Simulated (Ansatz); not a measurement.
# Structural relaxation of twisted Zr2CO2 MXene bilayer, 38.21° (70 atoms)

Wanted: the relaxed structure of twisted Zr2CO2 MXene bilayer, 38.21° (70 atoms) and its electronic structure.

Program: Ansatz 0.2.0. Level of theory: Kohn-Sham DFT, revPBE+D3(BJ), PAW (set soft_2), plane waves. Results are calculated unless marked as measured.

## (1) The starting structure

The cell holds 70 atoms: 14 C, 28 Zr and 28 O. Its edges and angles: a = 8.757 Å, b = 8.757 Å, c = 28.150 Å, α = 90.0°, β = 90.0°, γ = 120.0°. It derives from Zr2CO2 (Zr2CO2 MXene). Zr2CO2 MXene (a = 3.31 Å) under Zr2CO2 MXene (a = 3.31 Å), bilayer, commensurate cell of 7 unit cells a layer, twist 38.21 deg; facing planes 2.95 Å apart; 16 Å of vacuum; layers as built, displaced by a Gaussian of 0.01 Å. Regions: layer 1, 35 atoms (7 C, 14 Zr and 14 O); layer 2, 35 atoms (7 C, 14 Zr and 14 O). Vacuum lies along c.

Limits known from the start: Only the Γ point is sampled, in a cell whose shortest periodic width is 8 Å.

## (2) Single point at the start

A single point comes first, to see the forces before anything moves.

input.yaml

```yaml
crystal:
  lattice:
    - [8.7574, 0.0, 0.0]
    - [-4.3787, 7.58413, 0.0]
    - [0.0, 0.0, 28.15]
  atoms:
    - { symbol: C, position: [0.00039, 0.99907, 0.36588] }
    - { symbol: Zr, position: [0.19131, 0.23727, 0.41452] }
    - { symbol: Zr, position: [0.23774, 0.04868, 0.31693] }
    - { symbol: O, position: [0.23877, 0.04787, 0.44799] }
    [... 60 atom lines left out ...]
    - { symbol: O, position: [0.98879, 0.16838, 0.55266] }
    - { symbol: C, position: [0.36833, 0.07236, 0.63423] }
    - { symbol: Zr, position: [0.12882, 0.87871, 0.68232] }
    - { symbol: Zr, position: [0.1819, 0.11992, 0.58543] }
    - { symbol: O, position: [0.17762, 0.12165, 0.71565] }
    - { symbol: O, position: [0.12993, 0.88076, 0.5522] }
kpoints:
  mp_grid: { grid: [1, 1, 1] }
hamiltonian:
  xc: revpbe
  dispersion: d3bj
scf:
  occupations: { method: gaussian, width: 0.05 }
output:
  forces: true
  populations: true
  dos:
    method: { smearing: { sigma: 0.1 } }
    de: 0.1
    projected:
      site_lists:
        C: [C]
        O: [O]
        Zr: [Zr]
        layer_1: [0, 1, 2, 3, 4, 5, 6, 7, 8, 9, 10, 11, 12, 13, 14, 15, 16, 17, 18, 19, 20, 21, 22, 23, 24, 25, 26, 27, 28, 29, 30, 31, 32, 33, 34]
        layer_2: [35, 36, 37, 38, 39, 40, 41, 42, 43, 44, 45, 46, 47, 48, 49, 50, 51, 52, 53, 54, 55, 56, 57, 58, 59, 60, 61, 62, 63, 64, 65, 66, 67, 68, 69]
  eigenvalues: true
```

On the command line:

```sh
$ ansatz run input.yaml --threads 4 --pin off --max-ram 8192MiB --backend cpu --events-out ev --progress --plain --runs-dir out
```

Run time: 12 s. Hardware: 4 threads of Intel Xeon 6975P-C (Granite Rapids), shared host; peak memory 2.2 GiB.

Read from the output:

```yaml
free_energy: -136850.4368 eV
free_energy_per_atom: -1955.0062 eV/atom
scf_cycles: 10
r_m_s_force_component: 0.243 eV/Å
longest_force: 0.8551 eV/Å
fermi_energy: 3.918 eV
spacing_of_highest_filled_and_lowest_empty_level: 1.648 eV
spilling_of_the_projection: 0.004034
```

The r.m.s. force component of 0.24 eV/Å sets the starting point.

Length of the force by element:

```csv
element,coordination,atoms,mean length of the force (eV/Å),spread,least,most
C,all,14,0.180,0.0495,0.0767,0.233
O,all,28,0.189,0.0914,0.0319,0.386
Zr,all,28,0.604,0.129,0.363,0.855
```

## (3) Relaxation

The atoms are relaxed in the fixed cell, aiming at the force tolerance of the input.

input.yaml, the sections that differ from step 2:

```yaml
output:
  forces: true
relax:
  f_tol: 0.03
  max_steps: 200
# crystal, kpoints, hamiltonian, scf: as in step 2
```

It took 37 s on 4 threads; peak memory 2.2 GiB; 2.3 min of CPU time.

The steps of the relaxation:

```csv
step,energy less that of the first step (eV),largest force component (eV/Å)
1,0.0000,0.7542
2,0.7581,1.2820
3,-0.3822,0.1638
4,-0.4777,0.0529
5,-0.5001,0.0197
```

Relaxation step 2 was tried and not accepted.

The atoms that moved most (Å):

```csv
atom,dx,dy,dz,length
O9,0.005,0.023,0.200,0.202
Zr7,0.027,0.000,0.194,0.196
O34,0.001,-0.006,0.186,0.186
Zr58,0.001,-0.008,-0.180,0.181
O50,-0.003,0.013,-0.180,0.180
Zr48,-0.019,0.000,-0.177,0.178
O40,0.004,0.019,-0.173,0.174
Zr53,0.001,0.006,-0.174,0.174
```

The relaxation changed the energy by -7.14 meV/atom, and atoms moved by 0.15 Å r.m.s., 0.20 Å at most.

## (4) Distances and neighbours after relaxation

Bonds before and after, by the cutoffs listed below:

```csv
pair,bonds before,bonds after,mean before (Å),mean after (Å),spread before (Å),spread after (Å)
O-Zr,84,84,2.127,2.126,0.015,0.006
Zr-C,84,84,2.350,2.364,0.013,0.004
```

Normalised to the volume that the atoms fill. Pair distribution functions g(r), in bins of 0.2 Å:

```csv
r (Å),total,O-O,O-Zr,O-C,Zr-Zr,Zr-C,C-C
2.10,2.79,0.00,8.75,0.00,0.00,0.00,0.00
2.30,2.23,0.00,0.00,0.00,0.00,13.95,0.00
2.50,0.00,0.00,0.00,0.00,0.00,0.00,0.00
2.70,0.04,0.25,0.00,0.00,0.00,0.00,0.00
2.90,0.32,0.33,0.00,1.70,0.00,0.00,0.00
3.10,1.16,0.29,0.00,6.95,0.00,0.00,0.00
3.30,3.46,7.50,0.00,0.00,10.60,0.00,14.25
3.50,0.07,0.15,0.15,0.00,0.00,0.00,0.00
3.70,0.38,0.21,1.08,0.00,0.00,0.00,0.00
3.90,0.96,0.31,2.83,0.00,0.00,0.00,0.00
4.10,0.84,0.17,0.17,0.00,0.00,4.75,0.00
4.30,0.07,0.15,0.13,0.00,0.00,0.00,0.00
4.50,0.79,0.23,0.32,3.94,0.09,0.00,0.00
4.70,0.39,0.13,0.17,0.00,1.98,0.00,0.00
4.90,1.16,0.39,3.33,0.08,0.16,0.00,0.00
5.10,1.36,1.56,3.14,0.43,0.22,0.00,0.00
5.30,1.07,0.20,0.23,0.20,0.07,5.75,0.00
5.50,0.99,0.15,0.15,5.50,0.19,0.00,0.00
5.70,1.46,2.55,0.10,0.20,5.00,0.00,4.81
5.90,0.18,0.32,0.13,0.30,0.08,0.19,0.00
6.10,0.37,1.06,0.20,0.41,0.17,0.28,0.00
6.30,0.16,0.12,0.14,0.19,0.14,0.28,0.00
6.50,0.26,0.24,0.30,0.27,0.18,0.31,0.00
6.70,0.89,1.85,0.21,0.29,1.84,0.25,3.59
6.90,1.54,1.77,3.60,0.24,0.14,0.24,0.00
7.10,0.72,0.15,0.25,0.17,0.17,3.49,0.00
7.30,0.72,0.23,0.26,3.28,0.25,0.14,0.28
7.50,0.93,0.38,1.44,0.33,1.78,0.27,0.54
```

Bonds by pair of elements; cutoffs follow the first minimum of g(r), held within bounds set by covalent radii, and pairs that aren't listed don't count as bonded:

```csv
pair A-B,cutoff (Å),bonds,mean length (Å),spread (Å),shortest (Å),B about A,A about B
O-Zr,2.82,84,2.13,0.006,2.11,3,3
Zr-C,2.81,84,2.36,0.004,2.35,3,6
```

How many atoms have how many bonded neighbours:

```csv
element,mean,3,6
C,6,0,14
O,3,28,0
Zr,6,0,28
```

Bond angles (no mean is given where the spread exceeds 20°):

```csv
angle,count,mean (°),spread (°)
C-Zr-O,252,-,-
Zr-C-Zr,210,-,-
O-Zr-O,84,102,0.4
C-Zr-C,84,88.9,0.2
Zr-O-Zr,84,102,0.4
```

By these cutoffs all C atoms have 6, all O atoms have 3 and all Zr atoms have 6 bonded neighbours.

## (5) Single point at the relaxed geometry

One more single point at the end of the walk gives the fuller output and checks the residual forces.

input.yaml

```yaml
crystal:
  lattice:
    - [8.7574, 0.0, 0.0]
    - [-4.3787, 7.58413, 0.0]
    - [0.0, 0.0, 28.15]
  atoms:
    - { symbol: C, position: [0.00056, 0.00045, 0.3709] }
    - { symbol: Zr, position: [0.19072, 0.23868, 0.42028] }
    - { symbol: Zr, position: [0.23825, 0.04769, 0.32165] }
    - { symbol: O, position: [0.23942, 0.05015, 0.45349] }
    [... 60 atom lines left out ...]
    - { symbol: O, position: [0.98847, 0.16675, 0.54739] }
    - { symbol: C, position: [0.36853, 0.07223, 0.62881] }
    - { symbol: Zr, position: [0.13052, 0.88182, 0.67826] }
    - { symbol: Zr, position: [0.17835, 0.11928, 0.57945] }
    - { symbol: O, position: [0.17823, 0.12006, 0.7116] }
    - { symbol: O, position: [0.12902, 0.87966, 0.5463] }
kpoints:
  mp_grid: { grid: [1, 1, 1] }
hamiltonian:
  xc: revpbe
  dispersion: d3bj
scf:
  occupations: { method: gaussian, width: 0.05 }
output:
  forces: true
  populations: intrinsic
  dos:
    method: { smearing: { sigma: 0.1 } }
    de: 0.1
    projected:
      site_lists:
        C: [C]
        O: [O]
        Zr: [Zr]
        layer_1: [0, 1, 2, 3, 4, 5, 6, 7, 8, 9, 10, 11, 12, 13, 14, 15, 16, 17, 18, 19, 20, 21, 22, 23, 24, 25, 26, 27, 28, 29, 30, 31, 32, 33, 34]
        layer_2: [35, 36, 37, 38, 39, 40, 41, 42, 43, 44, 45, 46, 47, 48, 49, 50, 51, 52, 53, 54, 55, 56, 57, 58, 59, 60, 61, 62, 63, 64, 65, 66, 67, 68, 69]
  eigenvalues: true
  write_density: true
  write_potential: true
  volumetric_format: npy
```

The job ended after 13 s (4 threads; peak memory 2.2 GiB; 48 s of CPU time).

The program notes that the exchange-correlation potential is rough where the density is thin.

The run gave:

```
free energy                                      : -136850.9369 eV
free energy per atom                             : -1955.0134 eV/atom
SCF cycles                                       : 10
r.m.s. force component                           : 0.00644 eV/Å
longest force                                    : 0.01908 eV/Å
Fermi energy                                     : 4.012 eV
gap (highest filled to lowest empty level) : 1.6 eV
potential in mid-vacuum, over the Fermi level    : 4.663 eV
potential 4.5 Å over the upper face              : 4.663 eV
potential 4.5 Å under the lower face             : 4.664 eV
```

Intrinsic-atomic-orbital charges by element:

```csv
element,coordination,atoms,mean charge (e),spread,least,most
C,all,14,-0.952,0.0014,-0.954,-0.949
O,all,28,-0.682,0.0035,-0.685,-0.673
Zr,all,28,1.16,0.0076,1.14,1.17
```

By region:

```csv
region,atoms,mean length of the force (eV/Å),net charge (e)
layer 1,35,0.01,0
layer 2,35,0.011,0
```

Density of states as counts of states in windows of 0.5 eV (from the Fermi level), total and the larger projections:

```csv
from (eV),to (eV),total,layer 2,layer 1,Zr d,O p,C p
-10,-9.5,3.8,1.9,1.9,0.9,0.1,0.0
-9.5,-6.5,0.0,0.0,0.0,0.0,0.0,0.0
-6.5,-6,2.2,1.1,1.1,0.7,1.2,0.2
-6,-5.5,46.5,23.1,23.2,12.4,27.8,3.0
-5.5,-5,37.4,18.6,18.6,9.3,25.3,1.3
-5,-4.5,52.9,26.3,26.3,10.2,35.3,4.3
-4.5,-4,29.1,14.4,14.4,4.0,22.2,1.1
-4,-3.5,0.0,0.0,0.0,0.0,0.0,0.0
-3.5,-3,22.0,10.9,10.9,6.2,7.5,7.4
-3,-2.5,17.4,8.5,8.6,5.4,3.1,8.1
-2.5,-2,34.2,16.9,16.8,7.6,8.8,16.1
-2,-1.5,2.4,1.2,1.2,0.1,0.9,1.1
-1.5,-1,0.1,0.0,0.0,0.0,0.0,0.0
-1,-0.5,7.9,3.9,3.9,1.0,1.9,4.8
-0.5,0.5,0.0,0.0,0.0,0.0,0.0,0.0
0.5,1,26.5,13.0,13.0,19.6,4.2,1.9
1,1.5,8.2,3.9,3.9,7.1,0.7,0.0
1.5,2,1.3,0.6,0.6,0.9,0.3,0.0
2,2.5,30.3,14.9,14.9,24.6,2.6,2.1
2.5,3,27.0,13.3,13.3,21.7,1.9,1.8
```

Between -26 and -10 eV lie 80 more states.

The stored curve holds about 336 of the 560 electrons; the rest, give or take the few that broadening carries across the Fermi level, lie in deeper levels below its range.

The levels nearest the highest filled one (over half full), pooled over k-points and spins:

```csv
level less the highest filled one (eV),occupation
-1.24,2
-0.889,2
-0.0016,2
-0.0015,2
0,2
0,2
1.60,0
1.60,0
1.61,0
1.63,0
1.63,0
1.64,0
```

Planar average of the electrostatic potential energy along the normal, with the Fermi level as zero, after a running mean with a triangular window 4 Å wide at its base:

```csv
height (Å),potential energy (eV)
0.0,4.66
0.7,4.66
1.6,4.66
2.3,4.66
3.2,4.66
4.0,4.66
4.8,4.66
5.6,4.58
6.5,3.38
7.2,-0.01
8.1,-6.55
8.8,-10.47
9.5,-10.79
10.4,-9.84
11.1,-10.45
12.0,-10.74
12.8,-7.20
13.6,-1.67
14.4,-1.15
15.2,-6.23
16.0,-10.30
16.9,-10.70
17.6,-9.85
18.5,-10.54
19.2,-10.84
19.9,-7.53
20.8,-0.98
21.6,2.92
22.4,4.52
23.2,4.65
24.0,4.66
24.8,4.66
25.7,4.66
26.4,4.66
27.3,4.66
28.0,4.66
```

Mean intrinsic-atomic-orbital charges: C -0.95, O -0.68, Zr +1.16 e. The largest share in the top eV of filled states is C p (59 % of the projected weight), and in the lowest eV of empty states Zr d (79 % of the projected weight). The potential stands 5.46 eV above the highest filled level over the upper face and 5.46 eV under the lower one, a reading of the ionisation potential at this level on the run's k-points.

## (6) Outcome

```
energy change in the relaxation                  : -7.144 meV/atom
r.m.s. displacement                              : 0.146 Å
largest displacement                             : 0.202 Å
free energy per atom                             : -1955.0134 eV/atom
r.m.s. force component                           : 0.00644 eV/Å
gap (highest filled to lowest empty level) : 1.6 eV
potential in mid-vacuum, over the Fermi level    : 4.663 eV
wall time of the 3 DFT runs                      : 62 s
```

Relaxation lowers the energy by 7.14 meV/atom and moves atoms by 0.15 Å r.m.s.; the r.m.s. force component goes from 0.24 to 0.0064 eV/Å, and the gap from 1.65 to 1.60 eV. By the final cutoffs no bond was broken or made. From the first step to the last the energy fell by 0.500 eV, and the largest move was 0.20 Å (O9). The Zr-C bonds change most in mean length: from 2.350 Å (spread 0.013) to 2.364 Å (spread 0.004). With the cutoffs above, all C atoms have 6, all O atoms have 3 and all Zr atoms have 6 bonded neighbours. Between filled and empty levels lie 1.60 eV at Γ alone; the mesh holds the band edges only if they fold onto it, so the gap at this level can be narrower or closed, while semilocal functionals tend to narrow gaps against experiment. The potential stands 5.46 eV above the highest filled level over the upper face and 5.46 eV under the lower one, a reading of the ionisation potential at this level on the run's k-points.

[Logs are printed without paths, hosts, clocks, repeated set-up lines and the standing remarks that a program may print on its own settings, such as how far it seeks lower states.]

[Hosts, paths, dates, database ids (printed as entryN), source tags and the programs' standing remarks are cut or masked in the printed files.]
